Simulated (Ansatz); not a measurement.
# SrInSn (built on the sites of a database entry of SrAlGe): phonons and vibrational spectra, part 2 of 2

Aim: the vibrations of SrInSn (built on the sites of a database entry of SrAlGe), their spectra, and whether the structure is stable.

Ansatz 0.2.0; DFT PBE+D3(BJ), scalar-relativistic, plane waves, PAW.

So far, highest frequency on the path or at a solved wavevector (cm⁻¹): step 5 (response at finite wavevector) 187. Also lowest frequency on the path (cm⁻¹): step 5 -67.3.

The structure was built from a prototype and need not be the compound's stable phase.

### Step 6. Isotope substitution, element In, natural mass 114.818 amu

An isotope changes the mass and not the force constants, so no new electronic calculation is needed; the shifts show which modes move this element.

The same force constants with the mass of In changed from 114.818 to 112.904 u (phonopy, no LO-TO term). Both lists are sorted by frequency; levels can cross, so a row need not hold one and the same mode. Modes under 3 cm⁻¹ are left out. Isotope shifts, by row:

```
          q  rank  natural mass (cm⁻¹)  changed mass (cm⁻¹)
      0 0 0     1               -66.53               -66.83
      0 0 0     5                97.28                97.39
      0 0 0     6                97.28                97.39
      0 0 0     7                108.7                108.8
      0 0 0     8                185.5                186.3
      0 0 0     9                185.5                186.3
   0 0 -0.5     1               -67.26               -67.64
   0 0 -0.5     2                 52.2                52.41
   0 0 -0.5     3                 52.2                52.41
   0 0 -0.5     4                61.99                62.17
   0 0 -0.5     5                84.35                84.35
   0 0 -0.5     6                84.35                84.35
   0 0 -0.5     7                  108                  108
   0 0 -0.5     8                185.9                186.7
   0 0 -0.5     9                185.9                186.7
   0 -0.5 0     1               -48.28               -48.54
   0 -0.5 0     2                35.38                35.48
   0 -0.5 0     3                40.38                40.55
   0 -0.5 0     4                74.22                74.25
   0 -0.5 0     5                83.15                83.15
   0 -0.5 0     6                  102                  102
   0 -0.5 0     7                123.4                123.9
   0 -0.5 0     8                154.5                155.2
   0 -0.5 0     9                185.1                185.8
0 -0.5 -0.5     1               -58.56               -58.97
0 -0.5 -0.5     2                22.56                22.58
0 -0.5 -0.5     3                46.94                47.14
0 -0.5 -0.5     4                83.66                83.66
0 -0.5 -0.5     5                85.86                 85.9
0 -0.5 -0.5     6                98.01                98.11
0 -0.5 -0.5     7                119.1                119.5
0 -0.5 -0.5     8                160.3                160.9
0 -0.5 -0.5     9                182.3                183.1
```

A mode of this element alone would shift by +0.84 %. The highest zone-centre frequency without the field goes from 185.5 to 186.3 cm⁻¹ (+0.4 %).

### Step 7. Another isotope, element Sn, natural mass 118.71 amu

The same for Sn, from 118.71 to 123.91 u.

A mode of this element alone would shift by -2.12 %. The highest zone-centre frequency without the field goes from 185.5 to 183.6 cm⁻¹ (-1.0 %).

### Step 8. Isotope substitution, element Sr, natural mass 87.62 amu

The same for Sr, from 87.62 to 85.91 u.

The same force constants with the mass of Sr changed from 87.620 to 85.909 u (phonopy, no LO-TO term). Both lists are sorted by frequency; levels can cross, so a row need not hold one and the same mode. Modes under 3 cm⁻¹ are left out. Isotope shifts, by row:

```
          q  rank  natural mass (cm⁻¹)  changed mass (cm⁻¹)
      0 0 0     1               -66.53               -66.53
      0 0 0     5                97.28                97.98
      0 0 0     6                97.28                97.98
      0 0 0     7                108.7                109.5
      0 0 0     8                185.5                185.5
      0 0 0     9                185.5                185.5
   0 0 -0.5     1               -67.26               -67.26
   0 0 -0.5     2                 52.2                 52.2
   0 0 -0.5     3                 52.2                 52.2
   0 0 -0.5     4                61.99                61.99
   0 0 -0.5     5                84.35                85.18
   0 0 -0.5     6                84.35                85.18
   0 0 -0.5     7                  108                109.1
   0 0 -0.5     8                185.9                185.9
   0 0 -0.5     9                185.9                185.9
   0 -0.5 0     1               -48.28               -48.29
   0 -0.5 0     2                35.38                35.38
   0 -0.5 0     3                40.38                40.39
   0 -0.5 0     4                74.22                 74.9
   0 -0.5 0     5                83.15                83.94
   0 -0.5 0     6                  102                  103
   0 -0.5 0     7                123.4                123.5
   0 -0.5 0     8                154.5                154.5
   0 -0.5 0     9                185.1                185.1
0 -0.5 -0.5     1               -58.56               -58.56
0 -0.5 -0.5     2                22.56                22.59
0 -0.5 -0.5     3                46.94                46.94
0 -0.5 -0.5     4                83.66                84.49
0 -0.5 -0.5     5                85.86                86.59
0 -0.5 -0.5     6                98.01                98.85
0 -0.5 -0.5     7                119.1                119.2
0 -0.5 -0.5     8                160.3                160.5
0 -0.5 -0.5     9                182.3                182.3
```

A mode of this element alone would shift by +0.99 %. The highest zone-centre frequency without the field goes from 185.5 to 185.5 cm⁻¹ (+0.0 %).

### Step 9. What came out

| Quantity | Value |
| --- | --- |
| space group after relaxation (within 0.01 Å) | P-6m2 |
| volume per atom | 31.3 Å³ |
| electronic character | no gap on this mesh |
| highest optical mode at the zone centre (no LO-TO term) | 185 cm⁻¹ |
| lowest optical zone-centre mode | -66.5 cm⁻¹ |
| lowest mode on the q mesh (acoustic modes at Γ apart) | -67.3 cm⁻¹ |
| highest frequency on the path or at a solved wavevector | 187 cm⁻¹ |
| imaginary modes on the 2×2×2 q mesh | yes |

What this shows: Modes are clearly imaginary (beyond 10i cm⁻¹) at 4 of the 4 irreducible wavevectors, most at q = (0, 0, -0.5) (67.3i cm⁻¹), so this structure is not a minimum of the energy. The optical modes at Γ span -67 to 185 cm⁻¹ (negative means imaginary). With no gap, or one that is small against the smearing, the frequencies hang on the k mesh and the smearing, most of all near Kohn anomalies. The phonon runs are without spin polarisation, although the cell has an odd electron count. Spin-orbit coupling is left out, which can matter for the heavy elements here. A phonon run warned that its eigensolver left some bands unconverged in a pass. In the phonons the program treats the change of the C6 weights of the dispersion term with coordination only in part. The starting cell was built on a prototype and not taken from a measurement, so the phase need not exist. These are harmonic frequencies at zero temperature: anharmonic shifts, linewidths and thermal expansion are left out.

[Logs are printed without paths, hosts, clocks, repeated set-up lines and the standing remarks that a program may print on its own settings, such as how far it seeks lower states.]

[Hosts, paths, dates, database ids (printed as entryN), source tags and the programs' standing remarks are cut or masked in the printed files.]
